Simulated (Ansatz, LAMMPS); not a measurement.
# Structural relaxation of amorphous Si at 2.15 g/cm^3 (80 atoms)

How does amorphous Si at 2.15 g/cm^3 (80 atoms) relax, and what do bonds, charges and levels look like afterwards?

Main program and level: Ansatz 0.2.0; Kohn-Sham DFT, PBE, PAW (set soft_2), plane waves.

**Experiments to compare with.** Si-Si coordination number quoted from the high-resolution X-ray diffraction study of Laaziri et al (as quoted in “Relationship between diffraction peak, network topology, and amorphous-forming ability in silicon and silica”, 2021, PMC8590056): number of Si about Si 3.9.

Most raw output is cut from this account.

## (1) The starting structure

The cell holds 80 atoms: 80 Si. Cell: a = 12.011 Å, b = 12.011 Å, c = 12.011 Å, α = 90.0°, β = 90.0°, γ = 90.0°. 80 atoms (80 Si) placed at random at 2.15 g/cm³, melted at 2500 K for 10 ps at fixed volume with the modified Tersoff potential (Kumagai, Izumi, Hara and Sakai, Comput. Mater. Sci. 39, 457 (2007)). Quenched from 2500 K to 300 K at 10 K/ps and fixed volume, annealed at 800 K for 20 ps, held 5 ps, then minimised at fixed cell. The density is one point of a scan and needn't be that of the real material.

Limits known from the start: The quench rate of 10 K/ps far exceeds what a furnace or splat quench reaches, so expect more defects and frozen-in strain than in a real sample. The starting topology of bonds comes from the classical model. Only the Γ point is sampled, in a cell whose shortest periodic width is 12 Å.

## (2) How the cell was made

A classical potential makes the cell, at a small fraction of what the same run would cost in DFT.

This step: classical MD, modified Tersoff potential (Kumagai, Izumi, Hara and Sakai, Comput. Mater. Sci. 39, 457 (2007)) (LAMMPS 22 Jul 2025 - Update 4).

in.lmp reads:

```
# melt-quench of Si80
units metal
atom_style atomic
boundary p p p
region box block 0 12.0113 0 12.0113 0 12.0113
create_box 1 box
mass 1 28.0850   # Si
create_atoms 1 random 80 29723 NULL overlap 2.01 maxtry 2000
pair_style tersoff/mod
pair_coeff * * Si.tersoff.mod Si
neigh_modify delay 0 every 1 check yes
thermo_style custom step time temp pe press density
thermo_modify norm yes
timestep 0.001
thermo 100
min_style cg
minimize 1e-4 1e-4 200 2000
reset_timestep 0
velocity all create 2500 29724 mom yes dist gaussian
fix lim all nve/limit 0.05
fix lan all langevin 2500 2500 0.1 29725 zero yes
thermo 500
run 1000 post no
unfix lim
unfix lan
thermo 1666
fix md all nvt temp 2500 2500 0.1
run 10000 post no
unfix md
thermo 22000
fix md all nvt temp 2500 300 0.1
run 220000 post no
unfix md
thermo 2500
# [... 11 lines left out ...]
thermo 2500
fix md all nvt temp 300 300 0.1
run 5000 post no
unfix md
thermo 100
min_style cg
minimize 0 1e-3 2000 20000
write_dump all custom glass.dump id type xs ys zs modify sort id
```

On the command line:

```console
> lmp -in in.lmp -log none -nocite
```

Wall time 2.9 min (1 thread of Intel Xeon at 2.80GHz (Skylake/Cascade Lake), shared host); peak memory 0.63 GiB.

## (3) Single point at the start

A single point comes first, to see the forces before anything moves.

input.yaml reads:

```yaml
crystal:
  lattice:
    - [12.0113, 0.0, 0.0]
    - [0.0, 12.0113, 0.0]
    - [0.0, 0.0, 12.0113]
  atoms:
    - { symbol: Si, position: [0.07678, 0.5656, 0.80585] }
    - { symbol: Si, position: [0.59024, 0.00952, 0.55135] }
    - { symbol: Si, position: [0.06834, 0.36622, 0.53476] }
    - { symbol: Si, position: [0.51212, 0.50897, 0.71436] }
    - { symbol: Si, position: [0.60436, 0.22822, 0.74537] }
    - { symbol: Si, position: [0.79979, 0.52312, 0.13484] }
    - { symbol: Si, position: [0.54828, 0.59815, 0.33448] }
    - { symbol: Si, position: [0.50801, 0.18308, 0.57615] }
[... 68 atom lines left out ...]
    - { symbol: Si, position: [0.76502, 0.34019, 0.7028] }
    - { symbol: Si, position: [0.83711, 0.36765, 0.88668] }
    - { symbol: Si, position: [0.93263, 0.82762, 0.35851] }
    - { symbol: Si, position: [0.90856, 0.25816, 0.58907] }
kpoints:
  mp_grid: { grid: [1, 1, 1] }
hamiltonian:
  xc: pbe
scf:
  occupations: { method: fermi_dirac, width: 0.025 }
output:
  forces: true
```

On the command line:

```console
> ansatz run input.yaml --threads 4 --pin off --max-ram 8192MiB --backend cpu --events-out ev --progress --plain --runs-dir out
```

The job ended after 48 s (4 threads of Intel Xeon at 2.50GHz (Skylake/Cascade Lake), shared host; peak memory 1.5 GiB).

Read from the output:

| Quantity | Value |
| --- | --- |
| free energy | -50848.0125 eV |
| free energy per atom | -635.6002 eV/atom |
| SCF cycles | 11 |
| r.m.s. force component | 0.22 eV/Å |
| longest force | 0.8802 eV/Å |
| Fermi energy | 5.631 eV |

The r.m.s. force component of 0.22 eV/Å sets the starting point.

Neighbours are counted within 2.73 Å (Si-Si).

Length of the force by element and coordination:

```csv
element,coordination,atoms,mean length of the force (eV/Å),spread,least,most
Si,all,80,0.34,0.172,0.114,0.880
Si,3,4,0.519,0.142,0.305,0.704
Si,4,74,0.325,0.157,0.114,0.801
Si,5,2,0.546,0.334,0.212,0.880
```

## (4) Relaxation

The atoms are relaxed in the fixed cell, aiming at the force tolerance of the input.

Edit input.yaml of step 3 so:

```diff
@@ -15 +15,4 @@
   forces: true
+relax:
+  f_tol: 0.04
+  max_steps: 250
```

Elapsed: 12 min, on 4 threads; peak memory 1.5 GiB; 20 min of CPU time.

Relaxation path (22 of 27):

```csv
step,energy less that of the first step (eV),largest force component (eV/Å)
1,0.0000,0.8401
2,-0.9612,0.4110
3,-1.2497,0.3805
5,-1.8125,0.9192
6,-2.0851,0.6015
7,-2.3193,0.3472
8,-2.4600,0.1432
10,-2.4935,0.0603
11,-2.4967,0.0551
12,-2.5078,0.1039
13,-2.5346,0.1915
15,-2.6433,0.2842
16,-2.6803,0.0875
17,-2.6881,0.0771
18,-2.6971,0.1142
20,-2.7145,0.1117
21,-2.7206,0.0938
22,-2.7246,0.0594
23,-2.7282,0.0740
25,-2.7320,0.0695
26,-2.7318,0.0401
27,-2.7332,0.0112
```

Relaxation step 26 was tried and not accepted.

The atoms that moved most (Å):

```csv
atom,dx,dy,dz,length
Si52,-0.982,0.838,-0.337,1.334
Si11,-0.990,0.466,-0.262,1.125
Si73,0.704,0.274,0.182,0.777
Si62,-0.323,-0.083,0.667,0.746
Si50,0.506,-0.258,0.050,0.570
Si14,0.309,-0.213,0.380,0.534
Si6,-0.477,-0.154,0.055,0.504
Si28,0.302,0.114,-0.291,0.435
```

The relaxation changed the energy by -34.2 meV/atom, and atoms moved by 0.31 Å r.m.s., 1.3 Å at most.

## (5) Local order after relaxation

Bonds before and after, by the cutoffs listed below:

```csv
pair,bonds before,bonds after,mean before (Å),mean after (Å),spread before (Å),spread after (Å)
Si-Si,161,159,2.402,2.393,0.064,0.053
```

Density 2.15 g/cm³, 21.66 Å³ an atom.

Pair distribution function in bins of 0.2 Å:

```csv
r (Å),total
2.20,0.08
2.40,5.81
2.60,0.07
2.80,0.03
3.00,0.05
3.20,0.06
3.40,0.38
3.60,1.38
3.80,2.44
4.00,1.78
4.20,1.19
4.40,0.84
4.60,0.62
4.80,0.67
5.00,0.79
5.20,1.00
5.40,1.05
5.60,1.23
5.80,1.15
```

Bonds by pair of elements; cutoffs follow the first minimum of g(r), held within bounds set by covalent radii, and pairs that aren't listed don't count as bonded:

```csv
pair A-B,cutoff (Å),bonds,mean length (Å),spread (Å),shortest (Å),B about A,A about B
Si-Si,2.83,159,2.39,0.053,2.27,3.98,3.98
```

How many atoms have how many bonded neighbours:

```csv
element,mean,3,4,5
Si,3.98,3,76,1
```

Bond angles, per cent of each kind in bins of 5°:

```csv
angle (°),Si-Si-Si
50–55,0.2
55–60,0.2
60–65,0.0
65–70,0.2
70–75,0.0
75–80,0.2
80–85,0.6
85–90,0.6
90–95,4.6
95–100,11.8
100–105,15.4
105–110,22.7
110–115,15.8
115–120,12.8
120–125,8.6
125–130,3.2
130–135,1.7
135–140,0.6
140–145,0.4
145–150,0.0
150–155,0.0
155–160,0.2
```

Bond angles (no mean is given where the spread exceeds 20°):

```csv
angle,count,mean (°),spread (°)
Si-Si-Si,475,109,11
```

Bond length by coordination (bonds to H left out):

```csv
element,coordination,atoms,mean bond length (Å)
Si,3,3,2.37
Si,4,76,2.39
Si,5,1,2.49
```

Rings of the network by King's shortest-path rule, up to 12 atoms, one path for each pair of neighbours; H, halogens, alkali and alkaline-earth atoms are left out, and the last column divides by all other atoms, bonded or not:

```csv
ring size (atoms),rings,per network atom
3,1,0.012
4,2,0.025
5,43,0.538
6,46,0.575
7,27,0.338
8,10,0.125
9,1,0.012
```

The first maximum of g(r) stands at about 2.4 Å. Counting bonds as in the table, 95 % of Si atoms have 4 bonded neighbours. The Si-Si-Si angle averages 109° with a spread of 11°. Bonds at Si atoms with 3 neighbours average 2.37 Å, against 2.39 Å at those with 4. Rings of 6 atoms are the most common (35 % of those counted); sizes run from 3 to 9.

## (6) Single point at the relaxed geometry

One more single point at the end of the walk gives the fuller output and checks the residual forces.

input.yaml reads:

```yaml
crystal:
  lattice:
    - [12.0113, 0.0, 0.0]
    - [0.0, 12.0113, 0.0]
    - [0.0, 0.0, 12.0113]
  atoms:
    - { symbol: Si, position: [0.07581, 0.54959, 0.79198] }
    - { symbol: Si, position: [0.59459, 0.00698, 0.55856] }
    - { symbol: Si, position: [0.07508, 0.36585, 0.52724] }
    - { symbol: Si, position: [0.51156, 0.51127, 0.71465] }
    - { symbol: Si, position: [0.60619, 0.23332, 0.74898] }
    - { symbol: Si, position: [0.7601, 0.5103, 0.13939] }
    - { symbol: Si, position: [0.56078, 0.58446, 0.35077] }
    - { symbol: Si, position: [0.50866, 0.17905, 0.58084] }
[... 68 atom lines left out ...]
    - { symbol: Si, position: [0.77268, 0.34179, 0.70804] }
    - { symbol: Si, position: [0.82416, 0.36492, 0.89942] }
    - { symbol: Si, position: [0.94548, 0.82116, 0.36005] }
    - { symbol: Si, position: [0.92539, 0.25577, 0.60259] }
kpoints:
  mp_grid: { grid: [1, 1, 1] }
hamiltonian:
  xc: pbe
scf:
  occupations: { method: fermi_dirac, width: 0.025 }
output:
  forces: true
  stress: true
  populations: true
  dos:
    method: { smearing: { sigma: 0.08 } }
    de: 0.05
    projected: { site_lists: { Si: [Si] } }
  eigenvalues: true
  write_density: true
  write_potential: true
  volumetric_format: npy
```

It took 54 s on 4 threads; peak memory 1.6 GiB.

The run gave:

- free energy: -50850.7456 eV
- free energy per atom: -635.6343 eV/atom
- SCF cycles: 10
- pressure: -1.418 GPa
- r.m.s. force component: 0.00232 eV/Å
- longest force: 0.0131 eV/Å
- Fermi energy: 5.627 eV
- gap (highest filled to lowest empty level): 0.2871 eV
- spilling of the projection: 0.01073

The mean of these charges, 0.043 e, is only the charge that the projection spills.

Löwdin charges by element and coordination (they lack the spilled electrons, 0.043 e an atom on average):

```csv
element,coordination,atoms,mean charge (e),spread,least,most
Si,all,80,0.0429,0.0352,-0.138,0.156
Si,3,3,-0.0267,0.131,-0.138,0.156
Si,4,76,0.0459,0.0207,-0.0027,0.148
Si,5,1,0.0256,0,0.0256,0.0256
```

Density of states as counts of states in windows of 1 eV (from the Fermi level), total and the larger projections:

```csv
from (eV),to (eV),total,Si p,Si s
-13,-12,1.3,0.0,1.3
-12,-11,11.3,2.6,8.7
-11,-10,21.8,6.4,15.3
-10,-9,18.8,6.0,12.7
-9,-8,25.9,9.1,16.6
-8,-7,21.1,9.0,12.0
-7,-6,20.9,11.3,9.4
-6,-5,21.5,14.1,7.2
-5,-4,24.4,19.2,4.9
-4,-3,39.3,34.5,4.4
-3,-2,52.3,48.3,3.3
-2,-1,48.1,45.0,2.3
-1,0,13.2,11.9,1.0
0,1,13.2,9.1,3.0
1,2,43.0,27.4,10.1
2,3,54.0,34.2,10.0
```

The levels nearest the highest filled one (over half full), pooled over k-points and spins:

```csv
level less the highest filled one (eV),occupation
-0.818,2
-0.716,2
-0.665,2
-0.608,2
-0.272,2
0,1.99
0.287,0.006
0.505,0
0.677,0
0.835,0
0.987,0
1.05,0
```

Valence density in the bc plane at fractional x = 0.065, with atoms of Si within 0.2 Å of it. It is the smooth field of the valence electrons, not physical close to the nuclei.

Ten even steps from '0' (0.00 e/Å³) to '9' (0.54 e/Å³), each cell a mean:
```
3345666420000000001235654334578854
1113444210000000011233443456567632
0001222100000000134444333456445521
0011233210000002466665321246887421
0113566421000013652255321135776311
1235656631000013664477532334554321
4568645642000112455799866665555544
5888755531111112223478645875446775
2675433222223332111246313653334662
4553111112456653100125665531112454
8631000124653454210113554310001358
7531000124642376311112222100001257
7642100113455786432111111100001356
7763210011223456543211110000112356
8985311000011234555321000011112346
6775432110000123687531100011111124
2345554332110113699752100001110011
1123577655321123676553100001100000
0112475236642123455775211111111100
1112466336532112346886422222233322
4323589865321001124787654333456655
7655799852100000013565465322367534
9987446631000000002466775212357424
7776224521000000001368974212358876
```
Columns run along b (12.0 Å), rows up along c (12.0 Å). Atoms in or near the plane, at fractional coordinates: Si at (0.55, 0.79), Si at (0.37, 0.53), Si at (0.14, 0.03), Si at (0.95, 0.07), Si at (0.99, 0.63), Si at (0.22, 0.21), Si at (0.68, 0.65).

Electrostatic potential energy in the bc plane at fractional x = 0.065, with atoms of Si within 0.2 Å of it. With pseudopotentials it is smooth inside the atoms' cores, unlike the true potential.

Ten even steps from '0' (-48 eV) to '9' (10 eV), each cell a mean:
```
9986446899999999999999889998778889
9999889999999999999999889986224799
9999999999999999998899999984002689
9999999999999999864468999987446899
9998777899999999720027999998888999
9997313689999999730037999998888999
8887202689999999976678767898778988
3588656899999999999986201588888863
0268999999999999999984000489999720
0379999999876689999997434789999730
6799999998620048999999888999999986
8899999998510038999999999999999998
5789999999853478999999999999999976
3589999999998898888999999999999863
6788999999999998888999999999999986
8888899999999999888899999999999999
9988899889999999876679999999999999
9999986447899999731158999999999999
9999861003799999742368999999999999
9999962003899999987788999999999999
8999987567999999999875578999998656
5888667899999999999730148999985101
5874002799999999999742258999984000
7872001689999999999987789999987545
```
Columns run along b (12.0 Å; values clipped at the 3rd and 97th percentile), rows up along c (12.0 Å). Atoms in or near the plane, at fractional coordinates: Si at (0.55, 0.79), Si at (0.37, 0.53), Si at (0.14, 0.03), Si at (0.95, 0.07), Si at (0.99, 0.63), Si at (0.22, 0.21), Si at (0.68, 0.65).

Löwdin charges run from -0.14 to +0.16 e, about a mean that is the spilled charge alone. Within 0.4 eV of the Fermi level the largest share is Si p (85 % of the projected weight).

Local excerpt of 12 atoms (numbers count through the whole input) about Si58, which has 5 bonded neighbours where the commonest count for Si is 4; x, y, z are measured from there.

```csv
atom,x,y,z,distance (Å),bonds,Löwdin charge (e)
Si58,0.00,0.00,0.00,0.00,5,0.03
Si54,0.25,2.26,0.68,2.37,4,0.06
Si29,2.14,-0.85,0.73,2.42,4,0.08
Si25,-1.68,-1.21,1.30,2.44,4,0.06
Si11,0.02,-0.39,-2.44,2.47,4,0.06
Si15,-2.06,0.41,-1.75,2.73,4,0.15
Si7,2.42,2.95,0.11,3.82,4,0.03
Si40,-0.17,2.30,3.07,3.84,4,0.00
Si46,3.58,1.08,0.93,3.85,4,0.04
Si45,-0.54,-2.06,3.25,3.89,4,0.04
Si75,-2.50,-2.98,-0.16,3.89,4,0.04
Si8,1.80,-1.92,2.88,3.90,4,0.03
```

The column of bonds counts only the pairs Si-Si within 2.83 Å; other neighbours, such as metal atoms beside each other in a compound, aren't counted, and periodic images can show an atom twice.

[end of part 1 of 2]

[Logs are printed without paths, hosts, clocks, repeated set-up lines and the standing remarks that a program may print on its own settings, such as how far it seeks lower states.]

[Hosts, paths, dates, database ids (printed as entryN), source tags and the programs' standing remarks are cut or masked in the printed files.]
